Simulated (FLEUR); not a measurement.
# MnPt3: parallel and opposed starts, part 2 of 4

Does MnPt3 prefer parallel or opposed moments?

FLEUR MaX-R8.1; LDA (VWN); all-electron FLAPW, Dirac cores, scalar-relativistic bands.

So far, largest spin moment in the muffin-tin sphere (μB): step 2 (run 1 (ferro +)) 3.73.

**3. Order 2, typed as antiferro q=(0,1/2,1/2) +-**

Reversing part of the moments tests the sign of the couplings between them.

This order needs a doubled cell of 8 atoms. The mesh is halved along the doubled vector, so that both cells sample the same points. The k list default-1 (kpts.xml, not shown) is a Γ-centred 8×4×8 mesh.

The input, inp.xml:

```
<?xml version="1.0" encoding="UTF-8" standalone="no"?>
<fleurInput fleurInputVersion="0.39">
   <comment>
      MnPt3
   </comment>
   <calculationSetup>
      <cutoffs Kmax="3.6" Gmax="10.8" GmaxXC="10.8" numbands="0"/>
      <scfLoop itmax="90" minDistance="0.00002" maxIterBroyd="15" imix="Anderson" alpha="0.05" precondParam="0.0" spinf="2.0" sdNocoIR="T"/>
      <coreElectrons ctail="T" frcor="F" kcrel="0" coretail_lmax="0"/>
      <xcFunctional name="vwn" relativisticCorrections="F"/>
      <magnetism jspins="2"/>
      <soc l_soc="F" theta="0.0" phi="0.0" spav="F"/>
      <expertModes spex="0" secvar="F"/>
      <geometryOptimization l_f="F" forcealpha="1.0" forcemix="BFGS" epsdisp="0.00001" epsforce="0.00001"/>
      <ldaU l_linMix="F" mixParam="0.05" spinf="1.0"/>
   </calculationSetup>
   <cell>
      <bzIntegration valenceElectrons="126.0" mode="hist" fermiSmearingEnergy="0.00183747">
         <kPointListSelection listName="default-1"/>
         <xi:include xmlns:xi="http://www.w3.org/2001/XInclude" href="kpts.xml"> </xi:include>
      </bzIntegration>
      <xi:include xmlns:xi="http://www.w3.org/2001/XInclude" href="sym.xml"> </xi:include>
      <bulkLattice scale="1.0">
         <bravaisMatrix>
            <row-1>    7.3699318859399998     0.0000000000000000     0.0000000000000000</row-1>
            <row-2>    0.0000000000000000    14.7398637718799996     0.0000000000000000</row-2>
            <row-3>    0.0000000000000000     7.3699318859399998     7.3699318859399998</row-3>
         </bravaisMatrix>
      </bulkLattice>
   </cell>
   <atomSpecies>
      <species name="Manganese 3.500" element="Mn" atomicNumber="25">
         <mtSphere radius="2.54" gridPoints="839" logIncrement="0.015"/>
         <atomicCutoffs lmax="10" lnonsphr="8"/>
         <electronConfig flipSpins="F">
            <coreConfig>(1s1/2) (2s1/2) (2p1/2) (2p3/2)</coreConfig>
            <valenceConfig>(3s1/2) (3p1/2) (3p3/2) (4s1/2) (3d3/2) (3d5/2)</valenceConfig>
            <stateOccupation state="(3d3/2)" spinUp="1.25" spinDown="0.75"/>
            <stateOccupation state="(3d5/2)" spinUp="3.0" spinDown="0.0"/>
         </electronConfig>
         <energyParameters s="4" p="4" d="3" f="4"/>
         <lo type="SCLO" l="0" n="3" eDeriv="0"/>
         <lo type="SCLO" l="1" n="3" eDeriv="0"/>
      </species>
      <species name="Manganese -3.500" element="Mn" atomicNumber="25">
         <mtSphere radius="2.54" gridPoints="839" logIncrement="0.015"/>
         <atomicCutoffs lmax="10" lnonsphr="8"/>
         <electronConfig flipSpins="F">
            <coreConfig>(1s1/2) (2s1/2) (2p1/2) (2p3/2)</coreConfig>
            <valenceConfig>(3s1/2) (3p1/2) (3p3/2) (4s1/2) (3d3/2) (3d5/2)</valenceConfig>
            <stateOccupation state="(3d3/2)" spinUp="0.75" spinDown="1.25"/>
            <stateOccupation state="(3d5/2)" spinUp="0.0" spinDown="3.0"/>
         </electronConfig>
         <energyParameters s="4" p="4" d="3" f="4"/>
         <lo type="SCLO" l="0" n="3" eDeriv="0"/>
         <lo type="SCLO" l="1" n="3" eDeriv="0"/>
      </species>
      <species name="Platinum (Pt)" element="Pt" atomicNumber="78">
         <mtSphere radius="2.54" gridPoints="839" logIncrement="0.016"/>
         <atomicCutoffs lmax="10" lnonsphr="8"/>
         <electronConfig flipSpins="F">
            <coreConfig>(1s1/2) (2s1/2) (2p1/2) (2p3/2) (3s1/2) (3p1/2) (3p3/2) (4s1/2) (3d3/2) (3d5/2) (4p1/2) (4p3/2) (5s1/2) (4d3/2) (4d5/2) (4f5/2) (4f7/2)</coreConfig>
            <valenceConfig>(5p1/2) (5p3/2) (6s1/2) (5d3/2) (5d5/2)</valenceConfig>
            <stateOccupation state="(6s1/2)" spinUp="0.500000" spinDown="0.500000"/>
            <stateOccupation state="(5d3/2)" spinUp="1.800000" spinDown="1.800000"/>
            <stateOccupation state="(5d5/2)" spinUp="2.700000" spinDown="2.700000"/>
         </electronConfig>
         <energyParameters s="6" p="6" d="5" f="5"/>
         <lo type="SCLO" l="1" n="5" eDeriv="0"/>
      </species>
   </atomSpecies>
   <atomGroups>
      <atomGroup species="Manganese 3.500">
         <relPos label="                   1">.0000000000 .0000000000 .0000000000</relPos>
         <force calculate="T" relaxXYZ="TTT"/>
      </atomGroup>
      <atomGroup species="Manganese -3.500">
         <relPos label="                   2">.0000000000 1.000/2.000 .0000000000</relPos>
         <force calculate="T" relaxXYZ="TTT"/>
      </atomGroup>
      <atomGroup species="Platinum (Pt)">
         <relPos label="                   3">.0000000000 .0000000000 1.000/2.000</relPos>
         <relPos label="                   4">.0000000000 1.000/2.000 1.000/2.000</relPos>
         <force calculate="T" relaxXYZ="TTT"/>
      </atomGroup>
      <atomGroup species="Platinum (Pt)">
         <relPos label="                   5">1.000/2.000 -1.000/4.000 1.000/2.000</relPos>
         <relPos label="                   6">1.000/2.000 1.000/4.000 1.000/2.000</relPos>
         <force calculate="T" relaxXYZ="TTT"/>
      </atomGroup>
      <atomGroup species="Platinum (Pt)">
         <relPos label="                   7">1.000/2.000 1.000/4.000 .0000000000</relPos>
         <relPos label="                   8">1.000/2.000 -1.000/4.000 .0000000000</relPos>
         <force calculate="T" relaxXYZ="TTT"/>
      </atomGroup>
   </atomGroups>
   <output dos="F" band="F" slice="F">
      <bandDOS minEnergy="-.5*Htr" maxEnergy="0.5*Htr" sigma="0.015" storeEVData="T"/>
      <plotting iplot="0" polar="F">
         <plot TwoD="T" vec1="  1.0  0.0  0.0" vec2="  0.0  1.0  0.0" vec3="  0.0  0.0  1.0" zero="  0.0  0.0  0.0" file="plot"/>
      </plotting>
      <moessbauerParams electricFieldGradient="F" isomerShift="F" coreHyperfine="F" valenceHyperfine="F"/>
   </output>
</fleurInput>
```

The input, crystal.txt:

```
MnPt3
&input film=F cartesian=F /
3.90000000000  0.00000000000  0.00000000000
0.00000000000  7.80000000000  0.00000000000
0.00000000000  3.90000000000  3.90000000000
1.8897261246
1.0 1.0 1.0

8
25 0.00000000000  0.00000000000  0.00000000000 : 3.500
25 0.00000000000  0.50000000000  0.00000000000 : -3.500
78 0.00000000000  0.00000000000  0.50000000000
78 0.00000000000  0.50000000000  0.50000000000
78 0.50000000000  0.75000000000  0.50000000000
78 0.50000000000  0.25000000000  0.50000000000
78 0.50000000000  0.25000000000  0.00000000000
78 0.50000000000  0.75000000000  0.00000000000

&kpt div1=8 div2=4 div3=8 gamma=T /
```

Started as:

```
$ OMP_NUM_THREADS=1 inpgen -f crystal.txt > inpgen.log  # inp.xml is then edited as shown
$ OMP_NUM_THREADS=1 mpirun -n 4 fleur_MPI > fleur.log
```

Log:

```text
[banner, memory and clock lines left out]
Welcome to FLEUR        (www.flapw.de)
      MaX-Release 8.1          (www.max-centre.eu)

 ========== k-point set info ==========
 Selected k-point list: default-1
 k-point list type: mesh
 0 x 0 x 0
 Number of k points: 68

 ------------Calculation Setup---------------------------
 Number of PE/node        :            4
 Number of OMP-threads    :            1
 k-points in parallel     :            4
 pe's per k-point         :            1
 No of k-point loops      :           17
 Eigenvalue solver        :       lapack
 Number of basis functions:          696
 Approximate size of matrices (H+S) per k-point:         0.007 GB
 Iteration:     1   Distance:      31.25237117 me/bohr^3
 Iteration:     2   Distance:      16.84763779 me/bohr^3
 Iteration:     3   Distance:      13.19099615 me/bohr^3
 Iteration:     4   Distance:       7.85738897 me/bohr^3
 Iteration:     5   Distance:       5.37605306 me/bohr^3
 Iteration:     6   Distance:       3.99823001 me/bohr^3
 Iteration:     7   Distance:       1.77935984 me/bohr^3
 Iteration:     8   Distance:       1.58196526 me/bohr^3
 Iteration:     9   Distance:       1.10221928 me/bohr^3
 Iteration:    10   Distance:       0.48053951 me/bohr^3
 Iteration:    11   Distance:       0.44267532 me/bohr^3
 Iteration:    12   Distance:       0.19066814 me/bohr^3
 Iteration:    13   Distance:       0.18465599 me/bohr^3
 Iteration:    14   Distance:       0.03018136 me/bohr^3
 Iteration:    15   Distance:       0.01722850 me/bohr^3
 Iteration:    16   Distance:       0.00962217 me/bohr^3
 Iteration:    17   Distance:       0.00529980 me/bohr^3
 Iteration:    18   Distance:       0.00226863 me/bohr^3
 Iteration:    19   Distance:       0.00114122 me/bohr^3
 Iteration:    20   Distance:       0.00064101 me/bohr^3
 Iteration:    21   Distance:       0.00062271 me/bohr^3
 Iteration:    22   Distance:       0.00017463 me/bohr^3
 Iteration:    23   Distance:       0.00010900 me/bohr^3
 Iteration:    24   Distance:       0.00002832 me/bohr^3
 Iteration:    25   Distance:       0.00003055 me/bohr^3
 Iteration:    26   Distance:       0.00001519 me/bohr^3

 ********************************************************************
 Run finished successfully
 Stop message:
   all done
 ********************************************************************

--- out.xml (last complete iteration) ---
<iteration numberForCurrentRun="   26" overallNumber="   26">
         [... left out ...]
         <bandgap value="0.0000000180" units="eV"/>
         <sumValenceSingleParticleEnergies value="-56.7801973967" units="Htr"/>
         <FermiEnergy value="0.4350351775" units="Htr"/>
         <valenceDensity>
            <mtCharges spin="1">
               <mtCharge atomType="1" total="8.9182012" s="1.2190087" p="3.2402490" d="4.4174165" f="0.0307292"/>
               <mtCharge atomType="2" total="5.2444346" s="1.1883559" p="3.2179280" d="0.7972166" f="0.0299941"/>
               <mtCharge atomType="3" total="7.3598350" s="0.2761696" p="3.2102275" d="3.8338228" f="0.0303395"/>
               <mtCharge atomType="4" total="7.3623505" s="0.2765450" p="3.2104846" d="3.8357555" f="0.0303400"/>
               <mtCharge atomType="5" total="7.3623505" s="0.2765450" p="3.2104846" d="3.8357555" f="0.0303400"/>
            </mtCharges>
            <mtCharges spin="2">
               <mtCharge atomType="1" total="5.2444344" s="1.1883559" p="3.2179280" d="0.7972165" f="0.0299941"/>
               <mtCharge atomType="2" total="8.9182014" s="1.2190087" p="3.2402490" d="4.4174167" f="0.0307292"/>
               <mtCharge atomType="3" total="7.3598350" s="0.2761696" p="3.2102275" d="3.8338229" f="0.0303395"/>
               <mtCharge atomType="4" total="7.3623505" s="0.2765450" p="3.2104846" d="3.8357555" f="0.0303400"/>
               <mtCharge atomType="5" total="7.3623505" s="0.2765450" p="3.2104846" d="3.8357555" f="0.0303400"/>
            </mtCharges>
            <spinDependentCharge spin="1" total="63.0000000" interstitial="4.6682922" mtSpheres="58.3317078"/>
            <spinDependentCharge spin="2" total="63.0000000" interstitial="4.6682922" mtSpheres="58.3317079"/>
            <totalCharge value="126.0000000001"/>
         </valenceDensity>
         [... left out ...]
         <magneticMomentsInMTSpheres units="muBohr">
            <globalMagMoment atomType="1" vec="0.00000   0.00000   3.67377"/>
            <localMagMoment atomType="1" vec="0.00000   0.00000   3.67377"/>
            <globalMagMoment atomType="2" vec="0.00000   0.00000  -3.67377"/>
            <localMagMoment atomType="2" vec="0.00000   0.00000  -3.67377"/>
            <globalMagMoment atomType="3" vec="0.00000   0.00000   0.00000"/>
            <localMagMoment atomType="3" vec="0.00000   0.00000   0.00000"/>
            <globalMagMoment atomType="4" vec="0.00000   0.00000   0.00000"/>
            <localMagMoment atomType="4" vec="0.00000   0.00000   0.00000"/>
            <globalMagMoment atomType="5" vec="0.00000   0.00000   0.00000"/>
            <localMagMoment atomType="5" vec="0.00000   0.00000   0.00000"/>
         </magneticMomentsInMTSpheres>
         [... left out ...]
         <totalEnergy value="  -112932.0715709210" units="Htr">
            <sumOfEigenvalues value="   -69256.4490812070">
               <coreElectrons value="-69199.6688838103"/>
               <valenceElectrons value="-56.7801973967"/>
            </sumOfEigenvalues>
            <densityCoulombPotentialIntegral value="-195257.1848998693"/>
            <densityEffectivePotentialIntegral value="-198153.8233291492"/>
            <chargeDenXCDenIntegral value="-2182.2893508878"/>
            <FockExchangeEnergyValence value="0.0000000000"/>
            <FockExchangeEnergyCore value="0.0000000000"/>
         [... left out ...]
            <tkbTimesEntropy value="0.0018471786"/>
            <freeEnergy value="-112932.0734180996"/>
            <extrapolationTo0K value="-112932.0724945103"/>
         </totalEnergy>
         <densityConvergence units="me/bohr^3">
            <chargeDensity spin="1" distance="0.0000100529"/>
            <chargeDensity spin="2" distance="0.0000078233"/>
            <overallChargeDensity distance="0.0000096784"/>
            <spinDensity distance="0.0000151940"/>
         </densityConvergence>
      </iteration>
```

Wall time 3.6 min (4 MPI ranks of Intel Xeon 6975P-C (Granite Rapids), shared host); peak memory 0.61 GiB; 14 min of CPU time.

Spin moment in the muffin-tin sphere by atom:

| atom | spin moment in the muffin-tin sphere (μB) |
| --- | --- |
| Mn1 | 3.67 |
| Mn2 | -3.67 |
| Pt3 | 0.00 |
| Pt4 | 0.00 |
| Pt5 | 0.00 |
| Pt6 | 0.00 |
| Pt7 | 0.00 |
| Pt8 | 0.00 |

Numbers from this step:

```yaml
free_energy: -3073038.2693 eV
program_s_band_gap_on_this_mesh_in_a_metal_only_a_level_spacing: 1.80e-8 eV
magnetization: 0 μB
final_state: antiferromagnetic
```

It lies 19.1 meV a seeded atom over the first start, and its largest moment is 3.67 μB against 3.73 μB.

**4. Order 3, typed as antiferro q=(0,0,1/2) +-**

An opposed order shows whether neighbours prefer unlike signs.

This order needs a doubled cell of 8 atoms. The mesh is halved along the doubled vector, so that both cells sample the same points. The k list default-1 (kpts.xml, not shown) is a Γ-centred 8×8×4 mesh.

Changes to inp.xml since step 3:

```diff
@@ -25,4 +25,4 @@
             <row-1>    7.3699318859399998     0.0000000000000000     0.0000000000000000</row-1>
-            <row-2>    0.0000000000000000    14.7398637718799996     0.0000000000000000</row-2>
-            <row-3>    0.0000000000000000     7.3699318859399998     7.3699318859399998</row-3>
+            <row-2>    0.0000000000000000     7.3699318859399998     0.0000000000000000</row-2>
+            <row-3>    0.0000000000000000     0.0000000000000000    14.7398637718799996</row-3>
          </bravaisMatrix>
@@ -77,3 +77,3 @@
       <atomGroup species="Manganese -3.500">
-         <relPos label="                   2">.0000000000 1.000/2.000 .0000000000</relPos>
+         <relPos label="                   2">.0000000000 .0000000000 1.000/2.000</relPos>
          <force calculate="T" relaxXYZ="TTT"/>
@@ -81,4 +81,6 @@
       <atomGroup species="Platinum (Pt)">
-         <relPos label="                   3">.0000000000 .0000000000 1.000/2.000</relPos>
-         <relPos label="                   4">.0000000000 1.000/2.000 1.000/2.000</relPos>
+         <relPos label="                   3">.0000000000 1.000/2.000 1.000/4.000</relPos>
+         <relPos label="                   4">.0000000000 1.000/2.000 -1.000/4.000</relPos>
+         <relPos label="                   5">1.000/2.000 .0000000000 1.000/4.000</relPos>
+         <relPos label="                   6">1.000/2.000 .0000000000 -1.000/4.000</relPos>
          <force calculate="T" relaxXYZ="TTT"/>
@@ -86,4 +88,3 @@
       <atomGroup species="Platinum (Pt)">
-         <relPos label="                   5">1.000/2.000 -1.000/4.000 1.000/2.000</relPos>
-         <relPos label="                   6">1.000/2.000 1.000/4.000 1.000/2.000</relPos>
+         <relPos label="                   7">1.000/2.000 1.000/2.000 .0000000000</relPos>
          <force calculate="T" relaxXYZ="TTT"/>
@@ -91,4 +92,3 @@
       <atomGroup species="Platinum (Pt)">
-         <relPos label="                   7">1.000/2.000 1.000/4.000 .0000000000</relPos>
-         <relPos label="                   8">1.000/2.000 -1.000/4.000 .0000000000</relPos>
+         <relPos label="                   8">1.000/2.000 1.000/2.000 1.000/2.000</relPos>
          <force calculate="T" relaxXYZ="TTT"/>
```

The input, crystal.txt:

```
MnPt3
&input film=F cartesian=F /
3.90000000000  0.00000000000  0.00000000000
0.00000000000  3.90000000000  0.00000000000
0.00000000000  0.00000000000  7.80000000000
1.8897261246
1.0 1.0 1.0

8
25 0.00000000000  0.00000000000  0.00000000000 : 3.500
25 0.00000000000  0.00000000000  0.50000000000 : -3.500
78 0.00000000000  0.50000000000  0.25000000000
78 0.00000000000  0.50000000000  0.75000000000
78 0.50000000000  0.00000000000  0.25000000000
78 0.50000000000  0.00000000000  0.75000000000
78 0.50000000000  0.50000000000  0.00000000000
78 0.50000000000  0.50000000000  0.50000000000

&kpt div1=8 div2=8 div3=4 gamma=T /
```

Log:

```text
[banner, memory and clock lines left out]
Welcome to FLEUR        (www.flapw.de)
      MaX-Release 8.1          (www.max-centre.eu)

 ========== k-point set info ==========
 Selected k-point list: default-1
 k-point list type: mesh
 0 x 0 x 0
 Number of k points: 48

 [... set-up left out ...]
 Iteration:     1   Distance:      31.50674932 me/bohr^3
 Iteration:     2   Distance:      16.65795971 me/bohr^3
 Iteration:     3   Distance:      13.39208445 me/bohr^3
 Iteration:     4   Distance:       8.54081633 me/bohr^3
 Iteration:     5   Distance:       5.24361666 me/bohr^3
[...]
<sumOfEigenvalues value="   -69256.4612379136">
               <coreElectrons value="-69199.6816803177"/>
               <valenceElectrons value="-56.7795575959"/>
            </sumOfEigenvalues>
         [... left out ...]
            <freeEnergy value="-112932.0725050784"/>
            <extrapolationTo0K value="-112932.0714045393"/>
         </totalEnergy>
         <densityConvergence units="me/bohr^3">
            <chargeDensity spin="1" distance="0.0000049837"/>
            <chargeDensity spin="2" distance="0.0000049630"/>
            <overallChargeDensity distance="0.0000077826"/>
            <spinDensity distance="0.0000061942"/>
         </densityConvergence>
      </iteration>
```

Run time: 2.4 min. Hardware: 4 MPI ranks; peak memory 0.54 GiB; 9.6 min of CPU time.

Spin moment in the muffin-tin sphere by atom:

```
atom  spin moment in the muffin-tin sphere (μB)
 Mn1                                       3.67
 Mn2                                      -3.67
 Pt3                                       0.00
 Pt4                                       0.00
 Pt5                                       0.00
 Pt6                                       0.00
 Pt7                                       0.05
 Pt8                                      -0.05
```

This step gave:

```
free energy                                                       : -3073038.2445 eV
program's band gap on this mesh (in a metal only a level spacing) : 0.01644 eV
magnetization                                                     : 0 μB
final state                                                       : antiferromagnetic
```

It lies 31.5 meV a seeded atom over the first start, and its largest moment is 3.67 μB against 3.73 μB.

(Part 2 of 4 ends here.)

[Logs and program files are shortened in this print: banners, set-up blocks, solver, clock and traceback lines can be left out without a mark of their own.]

[Logs are printed without paths, hosts, clocks, repeated set-up lines and the standing remarks that a program may print on its own settings, such as how far it seeks lower states.]

[Hosts, paths, dates, database ids (printed as entryN), source tags and the programs' standing remarks are cut or masked in the printed files.]

[Where a cell is said to come from a database of computed structures, the database is the Materials Project.]
